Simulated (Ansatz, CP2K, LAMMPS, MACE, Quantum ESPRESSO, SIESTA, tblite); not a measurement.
**Bulk modulus of amorphous Si0.9Ge0.1 (94 atoms) across programs**

Aim: pressure against volume for amorphous Si0.9Ge0.1 (94 atoms), with plane waves as the reference.

The results are calculated values.

### 1. The structure

The cell holds 94 atoms (85 Si and 9 Ge), with edges of 12.40, 12.40 and 12.40 Å. Recipe: 94 atoms (85 Si, 9 Ge) placed at random at 2.65 g/cm³, melted at 3500 K for 10 ps at fixed volume with the Tersoff potential (Tersoff, Phys. Rev. B 39, 5566 (1989)). Quenched from 3500 K to 700 K at 3 K/ps and fixed volume, held 5 ps. Then the atoms were relaxed with MACE MPA-0 medium in the fixed cell.

Bonds by pair of elements; cutoffs follow the first minimum of g(r), held within bounds set by covalent radii, and pairs that aren't listed don't count as bonded:

```tsv
pair A-B	cutoff (Å)	bonds	mean length (Å)	spread (Å)	shortest (Å)	B about A	A about B
Si-Si	2.98	160	2.39	0.076	2.27	3.77	3.77
Si-Ge	2.88	32	2.42	0.064	2.33	0.376	3.56
Ge-Ge	2.93	2	2.46	0.063	2.40	0.444	0.444
```

### 2. The reference input

Quantum ESPRESSO 7.5: Kohn-Sham DFT, PBE, SSSP efficiency 1.3.0 pseudopotentials, plane waves. Its input, pw.in, for the unchanged cell:

```
&control
  calculation = 'scf'
  pseudo_dir = './pseudo'
  outdir = './tmp'
  disk_io = 'none'
  tprnfor = .true.
  tstress = .true.
/
&system
  ibrav = 0
  nat = 94
  ntyp = 2
  ecutwfc = 45
  ecutrho = 360
  nosym = .true.
  occupations = 'smearing'
  smearing = 'fd'
  degauss = 0.003675
/
&electrons
  conv_thr = 4.7e-07
  electron_maxstep = 100
  mixing_beta = 0.2
  mixing_mode = 'local-TF'
  diagonalization = 'david'
/
ATOMIC_SPECIES
Si 28.085 Si.upf
Ge 72.630 Ge.upf
CELL_PARAMETERS angstrom
12.40220 0.00000 0.00000
0.00000 12.40220 0.00000
0.00000 0.00000 12.40220
ATOMIC_POSITIONS crystal
Si 0.03006 0.07226 0.34815
Si 0.99367 0.63337 0.55503
Si 0.78662 0.29152 0.72097
Si 0.92408 0.59968 0.98800
[... 88 atom lines left out ...]
Ge 0.23897 0.66111 0.94169
Ge 0.01145 0.04884 0.05112
K_POINTS gamma
```

```console
$ OMP_NUM_THREADS=1 mpirun -np 4 pw.x -in pw.in > output.txt
```

Elapsed: 3.6 min, on 4 MPI ranks of Arm Neoverse V2, shared host; peak memory 6.4 GiB.

It converged with an r.m.s. force component of 0.17 eV/Å and a pressure of 1.5 GPa.

### 3. The levels

Every level solves the same cells as single points. CPU time is summed over a level's finished runs, on a host shared with the other runs, so it is rough; the force column is the median over cells of the r.m.s. difference of force components from the reference.

| level | basis or training data | k-points | runs finished | CPU time | peak memory (GiB) | force difference (meV/Å) |
| --- | --- | --- | --- | --- | --- | --- |
| QE, PBE | plane waves, SSSP efficiency, 45/360 Ry | Γ | 5 of 5 | 70 min | 6.8 | reference |
| CP2K double zeta, PBE | DZVP-UZH, GTH-PBE potentials, 350 Ry | Γ | 5 of 5 | 30 min | 4.0 | 34 |
| SIESTA DZP, PBE | DZP orbitals, shift 0.01 Ry, mesh 300 Ry | Γ | 5 of 5 | 41 min | 2.4 | 49 |
| CP2K double zeta, RPBE | DZVP-UZH, GTH-PBE potentials, 350 Ry | Γ | 5 of 5 | 30 min | 4.1 | 44 |
| tblite GFN1-xTB | tight binding with its own dispersion term | Γ | 5 of 5 | 49 s | 0.19 | 232 |
| MACE MP-0b3 medium | trained on PBE(+U) plane-wave data | - | 5 of 5 | 36 s | 0.95 | 170 |
| MACE MPA-0 medium | trained on PBE(+U) plane-wave data | - | 5 of 5 | 36 s | 0.97 | 168 |

The reference's own r.m.s. force component runs from 160 to 184 meV/Å over these cells. MACE MPA-0 medium relaxed the atoms, so in the cells that it relaxed its own forces are small, and its entry isn't an independent test there.

### 4. Pressure against volume

The cell is scaled evenly, and at each volume MACE MPA-0 medium relaxes the atoms again before the single points. The unchanged volume is 20.294 Å³ an atom. Pressures in GPa:

```tsv
level	-6 %	-3 %	0	+3 %	+6 %
QE, PBE	6.64	3.96	1.45	-0.67	-2.47
CP2K double zeta, PBE	6.53	3.89	1.41	-0.69	-2.48
SIESTA DZP, PBE	7.41	4.62	2.02	-0.18	-2.05
CP2K double zeta, RPBE	6.94	4.30	1.83	-0.26	-2.04
tblite GFN1-xTB	17.29	13.20	9.46	6.33	3.69
MACE MP-0b3 medium	5.17	3.17	1.26	-0.40	-1.89
MACE MPA-0 medium	6.35	3.64	1.24	-0.71	-2.33
```

Energy less that of the unchanged cell at the same level, in meV an atom:

```tsv
level	-6 %	-3 %	+3 %	+6 %
QE, PBE	30.74	10.22	-1.69	5.13
CP2K double zeta, PBE	31.23	10.33	-1.89	4.77
SIESTA DZP, PBE	33.68	11.47	-2.95	2.98
CP2K double zeta, RPBE	35.37	12.27	-3.87	0.81
tblite GFN1-xTB	88.57	38.10	-25.29	-39.11
MACE MP-0b3 medium	25.20	8.56	-2.09	2.05
MACE MPA-0 medium	27.75	9.06	-0.99	4.80
```

### 5. Moduli

From the three volumes nearest the unchanged one: B from the slope of pressure against ln V and from the curvature of the energy, the pressure that the slope of the energy implies, and the volume change at which the printed pressure crosses zero (a dash if it doesn't within the range).

```tsv
level	B from pressures (GPa)	B from energies (GPa)	printed pressure (GPa)	pressure from energies (GPa)	zero pressure at (%)
QE, PBE	77.1	74.8	1.45	1.57	+2.0
CP2K double zeta, PBE	76.3	74.0	1.41	1.61	+2.0
SIESTA DZP, PBE	80.1	74.7	2.02	1.90	+2.8
CP2K double zeta, RPBE	76.0	73.7	1.83	2.12	+2.6
tblite GFN1-xTB	114.5	112.4	9.46	8.34	-
MACE MP-0b3 medium	59.5	56.8	1.26	1.40	+2.3
MACE MPA-0 medium	72.5	70.7	1.24	1.32	+1.9
```

As a check by hand on the reference: from -3 to +3 % the pressure falls by 4.63 GPa while ln V grows by 0.0600, a ratio of 77.1 GPa.

### 6. Outcome

The plane-wave reference (PBE) gives a bulk modulus of 77.1 GPa from its pressures, at a volume where its pressure is 1.45 GPa; that pressure crosses zero at +2.0 %. Other programs at PBE: CP2K double zeta, PBE 76.3 GPa (-1 %) and SIESTA DZP, PBE 80.1 GPa (+4 %); their pressures lie -0.04 to +0.57 GPa from the reference's. Other functionals: CP2K double zeta, RPBE 76.0 GPa (-1 %); its pressure lies +0.38 GPa from the reference's.

Learned potentials: MACE MP-0b3 medium 59.5 GPa (-23 %) and MACE MPA-0 medium 72.5 GPa (-6 %); their pressures lie -0.22 to -0.19 GPa from the reference's. Tight binding: tblite GFN1-xTB 114.5 GPa (+49 %); its pressure lies +8.00 GPa from the reference's. The moduli are read at one volume but at unlike pressures, and a cell under tension is as a rule softer than one under compression. Moduli from the energies run from 57 to 112 GPa, within 10 % of those from pressures.

**Limits.** The atoms follow MACE MPA-0 medium, not each level's own minimum, so these moduli only approach relaxed ones and hang on that choice. Three points at finite strain give rough moduli, at the given volume rather than at zero pressure. Pressures at a fixed plane-wave cutoff or in a small atom-centred basis hold some basis error. The quench rate of 3 K/ps is many orders above laboratory rates, so the cell is likely richer in defects and strain than a real sample. The reference samples only Γ, in a cell whose shortest periodic width is 12 Å. The reference isn't exact: its cutoffs and mesh weren't converged further here. SIESTA's automatically made basis is far from complete, and its potentials were converted by us (checked for H, C, O, Si, Ge and Ca alone). Spin–orbit coupling is left out. Where levels are smeared, the DFT runs use Fermi–Dirac occupations at 580 K (0.05 eV), and energies are free energies.

[Logs are printed without paths, hosts, clocks, repeated set-up lines and the standing remarks that a program may print on its own settings, such as how far it seeks lower states.]

[Hosts, paths, dates, database ids (printed as entryN), source tags and the programs' standing remarks are cut or masked in the printed files.]
